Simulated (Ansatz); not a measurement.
# GeBW in the AlB2 type: lattice stability ahead of a resistivity run, part 2 of 3

The plan: relax GeBW in the AlB2 type, check its phonons, and, if the lattice is stable, compute its Eliashberg function and ρ(T).

Ansatz 0.2.0; DFT PBE, scalar-relativistic, plane waves, PAW; PAW set soft_1.

So far. Step 2 (Rough relaxation): The largest force is now zero by symmetry and the largest stress component 0.34 GPa. Step 3 (Relaxing cell and atoms): The largest force is now zero by symmetry and the largest stress component 0.0059 GPa. The relaxed cell has a = 4.126, c = 2.613 Å (conventional setting).

The structure was built from a prototype and need not be the compound's stable phase.

## Step 4: Relaxing tightly for phonons

No force is left; the cell is relaxed once more with another smearing and tight thresholds.

File input.yaml:

```yaml
crystal:
  lattice:
    - [4.1264355651, 0.0, 0.0]
    - [-2.0632177826, 3.5735980265, 0.0]
    - [0.0, 0.0, 2.6128937964]
  atoms:
    - { symbol: W, position: [0.0, 0.0, 0.0] }
    - { symbol: B, position: [0.3333333333, 0.6666666667, 0.5] }
    - { symbol: Ge, position: [0.6666666667, 0.3333333333, 0.5] }
kpoints:
  mp_grid: { grid: [9, 9, 12] }
hamiltonian:
  xc: pbe
  pseudopotentials: { kind: paw, azcp: { folder: soft_1 } }
scf:
  occupations: { method: methfessel_paxton, width: 0.2 }
output:
  forces: true
  stress: true
  eigenvalues: true
relax:
  adjacent_minimum: "off"
  f_tol: 0.001
  max_steps: 60
  cell: { stress_tol: 0.01 }
```

Command:

```
ansatz run input.yaml --threads 4 --pin off --max-ram 12288MiB --backend cpu --events-out ev --progress --plain --runs-dir out
```

Numbers of over 12 decimals in the logs are rounded to 6 here.

The program printed:

```text
[the first part of the log is left out]
  E_vxc        = -334.036125  (∫ρ·V_xc dr)
  E_paw        = -10670.876353  (= ΣΔE_a)
  E_vpaw       = -459.041854  (= ΣTr[D̂ρ^β])
  E_aug_tail   = 0.000164  (compensation charges beyond the density's cutoff)
  E_ewald      = -3193.960585
  E_smearing   = 0.002794  (= −TS)
  E_closure    = 0.000000  (closes the sum)
  Σ components = -14833.766672   (vs F -14833.766672, Δ=0.00e0)
[...]
--- Stress (GPa, compression-positive) ---
       -0.000798      -0.000000       0.000000
       -0.000000      -0.000798       0.000000
        0.000000       0.000000       0.000632
  P = ⅓ Tr σ = -0.0003 GPa (-0.003 kbar)
--- Band table (eV; the first three rows and the last of 84) ---
[...]
--- Relaxed structure (4 steps of the walk, 4 accepted, 1 SCFs on fresh bases) ---
[...]
cell:  # Å, volume = 38.5218 Å³
    - [4.125096, 2.8857937602104786e-11, 0.0]
    - [-2.062548, 3.572438, 0.0]
    - [0.0, 0.0, 2.614014]
  atoms:
    - { symbol: W, position: [0, 0, 0.0] }
    - { symbol: B, position: [0.333333, 0.666667, 0.5] }
    - { symbol: Ge, position: [0.666667, 0.333333, 0.5] }
```

Wall time 8.7 s (4 threads of Arm Neoverse V1, shared host); peak memory 0.43 GiB; 32 s of CPU time.

Little changed from the start: no atom moved by 0.005 Å and no cell edge by 0.1 %.

Numbers from this step:

| Item | Value |
| --- | --- |
| pressure | -3.21e-4 GPa |

The largest force is now zero by symmetry and the largest stress component 8.0e-4 GPa, small enough for phonons.

## Step 5: Phonons by linear response: q 2×2×2, k 4×4×6

Couplings are defined for a stable lattice alone, so phonons come first.

File input.yaml:

```yaml
crystal:
  lattice:
    - [4.1250964246, 0.0, 0.0]
    - [-2.0625482123, 3.5724382967, 0.0]
    - [0.0, 0.0, 2.6140139503]
  atoms:
    - { symbol: W, position: [0.0, 0.0, 0.0] }
    - { symbol: B, position: [0.3333333333, 0.6666666667, 0.5] }
    - { symbol: Ge, position: [0.6666666667, 0.3333333333, 0.5] }
kpoints:
  mp_grid: { grid: [4, 4, 6] }
hamiltonian:
  xc: pbe
  pseudopotentials: { kind: paw, azcp: { folder: soft_1 } }
scf:
  occupations: { method: methfessel_paxton, width: 0.2 }
output:
  eigenvalues: true
phonons:
  method: dfpt
  qmesh: [2, 2, 2]
  temperatures: { t_max: 1000, t_step: 50 }
  qpath:
    path:
      - [[0.0, 0.0, 0.0], [0.5, 0.0, 0.0], [0.33333333, 0.33333333, 0.0], [0.0, 0.0, 0.0], [0.0, 0.0, 0.5], [0.5, 0.0, 0.5], [0.33333333, 0.33333333, 0.5], [0.0, 0.0, 0.5]]
      - [[0.5, 0.0, 0.5], [0.5, 0.0, 0.0]]
      - [[0.33333333, 0.33333333, 0.5], [0.33333333, 0.33333333, 0.0]]
    npoints: 10
```

The program printed:

```text
[...]
Crystal: 3 atoms, lattice volume = 38.522 Å³
Basis set: ecut = 420 eV, 741 PW (Γ), exchange–correlation on 60×60×36 points (8 copies of the dense FFT grid, shifted against one another)
Bands: 20, of which v1, the nominal top of the filled ones, is band 16 counted from 1 (15 counted from 0)
Symmetry: 12 space group operations
k-points: 16 of 96 (time reversal used)
[...]
SCF iter   1: F=—  HF=-14834.179210 eV  |F-HF|=—  |Δ(HF+E_count)|=         —  Δρ=6.10e-2  dr2=2.07e0  ethr=3.10e-3  ⟨swp⟩=5.0  Hψ=1270  notcnv=0
[...]
SCF iter  10: F=-14833.737076 eV  HF=-14833.737076 eV  |F-HF|=0.00e0  |Δ(HF+E_count)|=  7.28e-12  S|Δr|=    0.00e0  Δρ=2.49e-8  dr2=1.24e-13  ethr=1.00e-12  ⟨swp⟩=5.8  Hψ=1262  notcnv=0
SCF 1 converged in 10 iterations: F = -14833.737076 eV  dr2 = 1.24e-13
[...]
phonons: the bands overlap, so this run is a metal and interpolates without the dipole-dipole term. If the crystal is really an insulator or semiconductor, its LO-TO splitting is missing
NSCF: frozen V_eff on 16 k-points
[...]
DFPT response loops at q = (0, 0, 0) (fractional): preconditioner auto → Kerker (q_TF=auto, 2.631 Å⁻¹) (partly filled bands, converged f_vac=0.000); β = 1.00, the filter's whole step (`scf.mixing.beta` (0.50) is not read by the response loops under this deck's `scf.mixing.preconditioner`; to damp them name `kerker` or `kerker_dos`, under which they read `scf.mixing.beta`, and type it under 1.00, their step now; both keys bind the ground state too); Broyden in place of MSR1
[...]
SCF converged after 10 iterations
Stability not checked: this state was not tested for a lower state beside it, because cold or Methfessel-Paxton smearing, or corrected tetrahedra, fill the levels in a way that the test cannot read (fill_not_monotonic; see scf.lower_state_search)
Free energy (F): -14833.737076 eV
[...]
Internal energy: -14833.736093 eV  (E = F + TS)
E sigma→0 (E₀):  -14833.736830 eV
Entropy (-TS):   -0.000983 eV (-0.328 meV/atom)
Fermi energy:    17.242946 eV
[...]
--- Band table (eV; the first three rows and the last of 16) ---
  k-point 0: bands = [... 12 lower, 12.4951, 13.2772, 17.3430, 17.3430, 19.5696, 19.5696, 21.4988, 21.9479]
  k-point 1: bands = [... 12 lower, 13.5393, 13.9094, 15.6217, 15.6217, 18.6725, 20.6521, 20.6521, 21.8061]
  k-point 2: bands = [... 12 lower, 13.4637, 13.7022, 13.7022, 15.1036, 18.8921, 18.8921, 19.6949, 20.8973]
  k-point 15: bands = [... 12 lower, 13.0926, 13.1928, 16.4793, 17.3589, 17.7775, 18.9995, 19.8630, 21.2140]
--- Phonons (Γ-DFPT): 6 representative perturbations + reference (Σ response iterations 19) ---
  ASR residual: 4.074e-5 → 0.000e0 eV/Å²; symmetrization residual: 2.702e-6 eV/Å²
  ASR residual per site (eV/Å²): 1.41e-5 4.07e-5 5.62e-6
  Γ frequencies (cm⁻¹): -213.45 0.00 0.00 0.00 53.15 53.15 137.68 233.07 233.07
--- Phonons (arbitrary-q DFPT): 4 irreducible q on the 2×2×2 mesh ---
  q = [0.0000, 0.0000, 0.0000] (star 1, of the zone-centre solve; hermiticity 6.59e-7, symmetrization 2.90e-12): -213.45 -0.00 -0.00 0.00 53.15 53.15 137.68 233.07 233.07
  q = [0.0000, 0.0000, -0.5000] (star 1, 6 solved perturbations in 132 linear systems a pass and spin channel, the states on 28 of 96 k-point pairs; hermiticity 2.89e-7, symmetrization 2.90e-12): -387.07 -104.91 -104.91 88.47 161.09 161.09 214.30 214.30 240.44
  q = [0.0000, -0.5000, 0.0000] (star 3, 9 solved perturbations on 28 of 96 k-point pairs; hermiticity 2.25e-7, symmetrization 7.85e-14): -189.38 -85.69 -84.67 -82.17 103.36 108.74 179.14 268.70 275.28
[...]
sum rule: each row above includes the acoustic sum rule's correction from the zone centre's row sums; it moved no ω² by more than (1.01 cm⁻¹)²
  mesh force constants: q→R imaginary residual 2.18e-17; ASR residual 4.074e-5 → 0.000e0 eV/Å²; symmetrization residual 1.599e-14 eV/Å²
  interpolated dispersion: 93 rows × 9 modes
  density of states and harmonic sums: on the 18×18×24 q-mesh, interpolated from the force constants of a 2×2×2 supercell (no non-analytic term)
  largest difference from the sums on the solved wave vectors: F 3.69e-2 eV, S 6.14e-5 and C_V 2.47e-5 eV/K
  zero-point energy: 0.065425 eV/cell   skipped modes (ω ≤ 0): 1557, of them read as no rigid motion or as one in doubt: 1554 (3.215e0 modes/cell left out, lowest -470.95 cm⁻¹)   left out of the sums: 3.57e-1 of the cell's modes: C_V's classical limit lies that fraction below 3 k_B per atom; for a crystal, a wire or a layer, F and S can be off by more, and a phonons.interpolated_qmesh denser along its periods is the remedy for the sampling
```

The job ended after 23 s (4 threads; peak memory 0.46 GiB; 83 s of CPU time).

This step gave:

- share of imaginary modes in the plain interpolation between solved wavevectors: 0.3565
- highest frequency, solved or plainly interpolated: 311.6 cm⁻¹

Solved on the 2×2×2 mesh alone; all other wavevectors are interpolated. Phonon branches along the path, in cm⁻¹:

| point | branch 1 | branch 2 | branch 3 | branch 4 | branch 5 | branch 6 | branch 7 | branch 8 | branch 9 |
| --- | --- | --- | --- | --- | --- | --- | --- | --- | --- |
| Γ | -214 | 0 | 0 | 0 | 53 | 53 | 138 | 233 | 233 |
| halfway | -198 | -91 | -90 | -44 | 110 | 143 | 153 | 237 | 249 |
| M | -189 | -86 | -85 | -82 | 103 | 109 | 179 | 269 | 275 |
| halfway | -188 | -86 | -84 | -56 | 80 | 105 | 193 | 248 | 292 |
| K | -186 | -88 | -51 | -31 | -21 | 103 | 210 | 234 | 300 |
| halfway | -194 | -100 | -77 | -53 | 106 | 132 | 175 | 228 | 263 |
| Γ | -214 | 0 | 0 | 0 | 53 | 53 | 138 | 233 | 233 |
| halfway | -306 | -72 | -72 | 63 | 126 | 126 | 185 | 220 | 220 |
| A | -387 | -105 | -105 | 88 | 161 | 161 | 214 | 214 | 240 |
| halfway | -426 | -115 | -106 | 112 | 129 | 183 | 222 | 234 | 269 |
| L | -462 | -126 | -108 | 92 | 135 | 186 | 228 | 241 | 312 |
| halfway | -466 | -129 | -105 | 101 | 159 | 196 | 228 | 239 | 298 |
| H | -471 | -132 | -104 | 108 | 184 | 213 | 227 | 229 | 285 |
| halfway | -436 | -119 | -106 | 113 | 124 | 197 | 227 | 233 | 271 |
| A | -387 | -105 | -105 | 88 | 161 | 161 | 214 | 214 | 240 |
| jump to L | -462 | -126 | -108 | 92 | 135 | 186 | 228 | 241 | 312 |
| halfway | -352 | -106 | -98 | 115 | 144 | 153 | 183 | 237 | 291 |
| M | -189 | -86 | -85 | -82 | 103 | 109 | 179 | 269 | 275 |
| jump to H | -471 | -132 | -104 | 108 | 184 | 213 | 227 | 229 | 285 |
| halfway | -358 | -103 | -73 | 61 | 148 | 180 | 197 | 231 | 288 |
| K | -186 | -88 | -51 | -31 | -21 | 103 | 210 | 234 | 300 |

The phonon branches as a text plot (rows in cm⁻¹):

```
    295 |      ******               *********    *****   ********
    263 |   *****    **            *         **      ****
    230 |***     ************************************    ********
    197 |      ******        *      *******  **  * **    ********
    165 |   ***      **    ** ******    ** *   ** *******   **
    132 |*****       ******  *    ******    ***  ********    ***
    100 |   ************   **  ********************  * *****    *
     67 |*      *  *    *** ***                             * *
     34 |        *       ***                          *      * *
      2 |*              **
    -31 | **     **   **  **                                  ***
    -63 |*  ** ******* **   *                          **    ***
    -96 | *************      *********************************  *
   -129 |                           ***********  ****    ****
   -161 |
   -194 | **************                                *       *
   -226 |*              ***                            *       *
   -259 |                  *                          *       *
   -292 |                   *
   -324 |                    *                       *       *
   -357 |                     **
   -389 |                       ***            **   *       *
   -422 |                          **        **    *       *
   -455 |                            ********    **      **
         Γ    M   K     Γ       A     L   H    A|L     M|H      K
```

Lowest modes at the softest wavevector of the mesh. Modes at q = (0.500, 0.500, 0.500), with each element's share of the kinetic energy (negative means imaginary):

| mode | frequency (cm⁻¹) | W % | B % | Ge % |
| --- | --- | --- | --- | --- |
| 1 | -462.4 | 0 | 100 | 0 |
| 2 | -126.1 | 92 | 0 | 8 |
| 3 | -107.5 | 100 | 0 | 0 |
| 4 | 91.9 | 0 | 30 | 70 |
| 5 | 134.9 | 26 | 22 | 52 |
| 6 | 186.1 | 2 | 76 | 22 |

Displacements in mode 1 (-462.4 cm⁻¹), the largest set to 1, in the home cell:
```
W1   0.01  0.00  0.00
B2   0.00  0.00 -1.00
Ge3  0.00  0.00  0.00
```

Displacements in mode 3 (-107.5 cm⁻¹), the largest set to 1, in the home cell:
```
W1  0.58 1.00 0.00
B2  0.00 0.00 0.00
Ge3 0.00 0.00 0.00
```

Among the solved wavevectors the lowest mode, translations apart, is -462 cm⁻¹, imaginary.

## Step 6: Phonons by linear response: q 3×3×3, k 6×6×9

An imaginary mode on so few k-points may come from the sampling, so the phonons are repeated with another q and k mesh.

input.yaml, as its differences from that of step 5:

```diff
@@ -10,3 +10,3 @@
 kpoints:
-  mp_grid: { grid: [4, 4, 6] }
+  mp_grid: { grid: [6, 6, 9] }
 hamiltonian:
@@ -20,3 +20,3 @@
   method: dfpt
-  qmesh: [2, 2, 2]
+  qmesh: [3, 3, 3]
   temperatures: { t_max: 1000, t_step: 50 }
```

The program printed:

```text
[...]
Crystal: 3 atoms, lattice volume = 38.522 Å³
Basis set: ecut = 420 eV, 741 PW (Γ), exchange–correlation on 60×60×36 points (8 copies of the dense FFT grid, shifted against one another)
Bands: 20, of which v1, the nominal top of the filled ones, is band 16 counted from 1 (15 counted from 0)
Symmetry: 12 space group operations
k-points: 35 of 324 (time reversal used)
[...]
SCF iter   1: F=—  HF=-14834.225674 eV  |F-HF|=—  |Δ(HF+E_count)|=         —  Δρ=6.26e-2  dr2=2.13e0  ethr=3.10e-3  ⟨swp⟩=5.0  Hψ=2768  notcnv=0
[...]
SCF iter  10: F=-14833.772822 eV  HF=-14833.772822 eV  |F-HF|=3.64e-12  |Δ(HF+E_count)|=  2.00e-11  S|Δr|=    0.00e0  Δρ=8.88e-8  dr2=1.06e-12  ethr=1.00e-12  ⟨swp⟩=5.4  Hψ=2798  notcnv=0
SCF 1 converged in 10 iterations: F = -14833.772822 eV  dr2 = 1.06e-12
[...]
SCF converged after 10 iterations
[...]
Free energy (F): -14833.772822 eV
[...]
Internal energy: -14833.774349 eV  (E = F + TS)
E sigma→0 (E₀):  -14833.773204 eV
Entropy (-TS):   0.001527 eV (0.509 meV/atom)
Fermi energy:    17.344860 eV
Step filling:    the computed levels leave a gap of 0.0000 eV = 0.0 smearing widths at the electron count; against every level under it full and every level over it empty, smearing changes F+E_penalty+E_count by +1.416 meV and its σ→0 estimate by +1.034 meV
[...]
--- Band table (eV; the first three rows and the last of 35) ---
  k-point 0: bands = [... 12 lower, 12.5601, 13.2584, 17.3353, 17.3353, 19.5883, 19.5883, 21.4702, 21.9200]
  k-point 1: bands = [... 12 lower, 13.1039, 13.5236, 16.3812, 16.3812, 19.8507, 20.3386, 20.3386, 21.7645]
  k-point 2: bands = [... 12 lower, 13.9016, 14.2557, 14.8984, 14.8984, 18.0031, 20.3537, 20.3537, 22.2781]
  k-point 34: bands = [... 12 lower, 13.1490, 13.3057, 16.7333, 17.5310, 17.6683, 18.4665, 18.8812, 22.0856]
[...]
ASR residual: 1.050e-4 → 0.000e0 eV/Å²; symmetrization residual: 1.977e-6 eV/Å²
  ASR residual per site (eV/Å²): 1.05e-4 6.82e-5 2.22e-5
  Γ frequencies (cm⁻¹): -265.34 0.00 0.00 0.00 80.11 80.11 116.79 282.00 282.00
--- Phonons (arbitrary-q DFPT): 6 irreducible q on the 3×3×3 mesh ---
[...]
interpolated dispersion: 93 rows × 9 modes
[...]
```

It took 1.9 min on 4 threads; peak memory 0.74 GiB.

This step gave:

```
share of imaginary modes in the plain interpolation between solved wavevectors : 0.2359
highest frequency, solved or plainly interpolated                              : 317.4 cm⁻¹
```

Solved on the 3×3×3 mesh alone; all other wavevectors are interpolated. Phonon branches along the path, in cm⁻¹:

| point | branch 1 | branch 2 | branch 3 | branch 4 | branch 5 | branch 6 | branch 7 | branch 8 | branch 9 |
| --- | --- | --- | --- | --- | --- | --- | --- | --- | --- |
| Γ | -265 | 0 | 0 | 0 | 80 | 80 | 117 | 282 | 282 |
| halfway | -232 | -72 | -58 | 60 | 97 | 144 | 179 | 272 | 295 |
| M | -214 | -103 | -78 | 98 | 99 | 156 | 165 | 300 | 303 |
| halfway | -218 | -110 | -101 | 67 | 95 | 117 | 215 | 283 | 314 |
| K | -221 | -124 | -117 | 35 | 92 | 112 | 233 | 274 | 317 |
| halfway | -226 | -79 | -71 | 61 | 94 | 133 | 205 | 265 | 301 |
| Γ | -265 | 0 | 0 | 0 | 80 | 80 | 117 | 282 | 282 |
| halfway | -285 | -47 | -47 | 140 | 140 | 144 | 194 | 278 | 278 |
| A | -329 | -36 | -36 | 156 | 156 | 217 | 269 | 284 | 284 |
| halfway | -361 | -9 | 63 | 126 | 132 | 218 | 254 | 262 | 269 |
| L | -377 | 40 | 89 | 91 | 146 | 206 | 241 | 252 | 262 |
| halfway | -370 | 48 | 94 | 94 | 158 | 208 | 239 | 253 | 259 |
| H | -363 | 54 | 97 | 97 | 182 | 198 | 239 | 254 | 257 |
| halfway | -364 | 24 | 70 | 118 | 132 | 219 | 253 | 256 | 266 |
| A | -329 | -36 | -36 | 156 | 156 | 217 | 269 | 284 | 284 |
| jump to L | -377 | 40 | 89 | 91 | 146 | 206 | 241 | 252 | 262 |
| halfway | -308 | -59 | 85 | 118 | 134 | 163 | 205 | 265 | 283 |
| M | -214 | -103 | -78 | 98 | 99 | 156 | 165 | 300 | 303 |
| jump to H | -363 | 54 | 97 | 97 | 182 | 198 | 239 | 254 | 257 |
| halfway | -301 | -68 | 56 | 76 | 154 | 191 | 215 | 243 | 288 |
| K | -221 | -124 | -117 | 35 | 92 | 112 | 233 | 274 | 317 |

The phonon branches as a text plot (rows in cm⁻¹):

```
    303 |  ************                              ****    ****
    274 |****   ************************    ***********   *** ***
    245 |         *           **   ************  ****    *****  *
    216 |       ** ***       * *********** **********     ******
    187 |   *  *      *       *          **        ****  ****
    158 | *****             *******    **  **  ****  ****    **
    129 |***   **   *********     *****      **    ** *        **
    100 |**************** **         ********    **********  ****
     71 |   *   *   **   **         *        **      *    *****
     42 |  *     ***  *  *        ** ********    *       *   ****
     13 | *                         *        * *
    -15 |**            ****       **          *   *   *     *
    -44 | **          ***  *******             **  **
    -73 |  *****     **                              ****      *
   -102 |    ***** **                                   *    ** *
   -131 |        **                                            **
   -160 |
   -189 |
   -218 |   **********                                  *       *
   -247 | **          **                              **      **
   -276 |*              *****                        *       *
   -305 |                    **
   -334 |                      ****            **   *      **
   -363 |                          ************  ***     **
         Γ    M   K     Γ       A     L   H    A|L     M|H      K
```

Lowest modes at the softest wavevector of the mesh. The modes at q = (0.000, 0.333, -0.333) (shares of kinetic energy by element, %) (negative means imaginary):

| mode | frequency (cm⁻¹) | W % | B % | Ge % |
| --- | --- | --- | --- | --- |
| 1 | -340.3 | 0 | 99 | 1 |
| 2 | -34.6 | 76 | 4 | 20 |
| 3 | 72.7 | 88 | 0 | 11 |
| 4 | 121.5 | 23 | 32 | 45 |
| 5 | 137.0 | 26 | 23 | 51 |
| 6 | 189.2 | 64 | 21 | 14 |

Displacements in mode 1 (-340.3 cm⁻¹), the largest set to 1, in the home cell (x, y, z of the real part, then of the imaginary part):
```
W1   0.00 -0.01  0.00  0.00  0.00  0.00
B2   0.00  0.01  1.00  0.00  0.03  0.00
Ge3  0.00  0.03  0.00  0.00 -0.02  0.01
```

Displacements in mode 6 (189.2 cm⁻¹), the largest set to 1, in the home cell (x, y, z of the real part, then of the imaginary part):
```
W1   0.00 -0.06  0.16  0.00  0.05  0.39
B2   0.00  1.00 -0.01  0.00 -0.02  0.09
Ge3  0.00 -0.01  0.26  0.00 -0.11 -0.14
```

The modes has structure finer than the step of the table below, so its rows give means over 25 cm⁻¹, whole bins alone (the curve runs from -386 to 337 cm⁻¹). Peaks (cm⁻¹: height): B -363.6: 0.00937, -254.4: 0.0078, 141.3: 0.00808, 209.5: 0.00782, 273.2: 0.0355; Ge -72.5: 0.00467, 95.8: 0.0162, 141.3: 0.0181, 209.5: 0.0137, 273.2: 0.0158; W -36.1: 0.0112, 86.7: 0.0230, 141.3: 0.0118, 214.1: 0.0101.

Phonopy on the run's constants, 15x15x21 mesh, Gaussian sigma 5.2 cm⁻¹. The modes by wavenumber; means over each step; values in 1/cm⁻¹/cell:

| wavenumber (cm⁻¹) | B | Ge | W |
| --- | --- | --- | --- |
| -350 | 0.00773 | 4.3e-5 | 1.4e-5 |
| -325 | 0.00573 | 5.9e-5 | 1.0e-5 |
| -300 | 0.00453 | 5.2e-5 | 1.2e-5 |
| -275 | 0.00481 | 6.0e-5 | 5.7e-5 |
| -250 | 0.00590 | 8.0e-5 | 1.9e-4 |
| -225 | 0.00573 | 4.5e-5 | 1.5e-4 |
| -200 | 3.5e-4 | 3.0e-6 | 5.1e-6 |
| -175 | 0 | 0 | 0 |
| -150 | 6.4e-7 | 6.4e-7 | 6.4e-7 |
| -125 | 3.1e-4 | 3.8e-4 | 5.2e-4 |
| -100 | 0.00103 | 0.00154 | 0.00343 |
| -75 | 0.00177 | 0.00391 | 0.00656 |
| -50 | 0.00101 | 0.00317 | 0.00842 |
| -25 | 4.4e-4 | 0.00177 | 0.00899 |
| 0 | 1.0e-4 | 4.7e-4 | 0.00263 |
| 25 | 1.6e-4 | 8.7e-4 | 0.00675 |
| 50 | 4.5e-4 | 0.00219 | 0.0129 |
| 75 | 0.00114 | 0.00459 | 0.0187 |
| 100 | 0.00377 | 0.0130 | 0.0120 |
| 125 | 0.00497 | 0.0108 | 0.00809 |
| 150 | 0.00589 | 0.0140 | 0.00827 |
| 175 | 0.00326 | 0.00796 | 0.00477 |
| 200 | 0.00526 | 0.0113 | 0.00785 |
| 225 | 0.00286 | 0.00965 | 0.00598 |
| 250 | 0.00913 | 0.0129 | 0.00250 |
| 275 | 0.0286 | 0.0139 | 8.5e-4 |
| 300 | 0.00983 | 0.00656 | 2.9e-4 |

No LO-TO term; unit eigenvectors of the mass-weighted matrix. The modes at Γ (shares of kinetic energy by element, %) (negative means imaginary):

| mode | frequency (cm⁻¹) | symmetry | W % | B % | Ge % |
| --- | --- | --- | --- | --- | --- |
| 1 | -265.3 | A2'' | 12 | 84 | 4 |
| 2 | 0.0 | unnamed | 69 | 4 | 27 |
| 3 | 0.0 | unnamed | 69 | 4 | 27 |
| 4 | 0.0 | unnamed | 69 | 4 | 27 |
| 5 | 80.1 | E' | 26 | 41 | 32 |
| 6 | 80.1 | E' | 26 | 41 | 32 |
| 7 | 116.8 | A2'' | 19 | 11 | 69 |
| 8 | 282.0 | E' | 5 | 55 | 41 |
| 9 | 282.0 | E' | 5 | 55 | 41 |

Displacements in mode 1 (-265.3 cm⁻¹), the largest set to 1:
```
W1   0.00  0.00 -0.09
B2   0.00  0.00  1.00
Ge3  0.00  0.00  0.08
```

Displacements in mode 6 (80.1 cm⁻¹), the largest set to 1:
```
W1   0.03 -0.19  0.00
B2  -0.18  1.00  0.00
Ge3 -0.06  0.34  0.00
```

Among the solved wavevectors the lowest mode, translations apart, is -340 cm⁻¹, imaginary.

[end of part 2 of 3]

[Logs are printed without paths, hosts, clocks, repeated set-up lines and the standing remarks that a program may print on its own settings, such as how far it seeks lower states.]

[Hosts, paths, dates, database ids (printed as entryN), source tags and the programs' standing remarks are cut or masked in the printed files.]
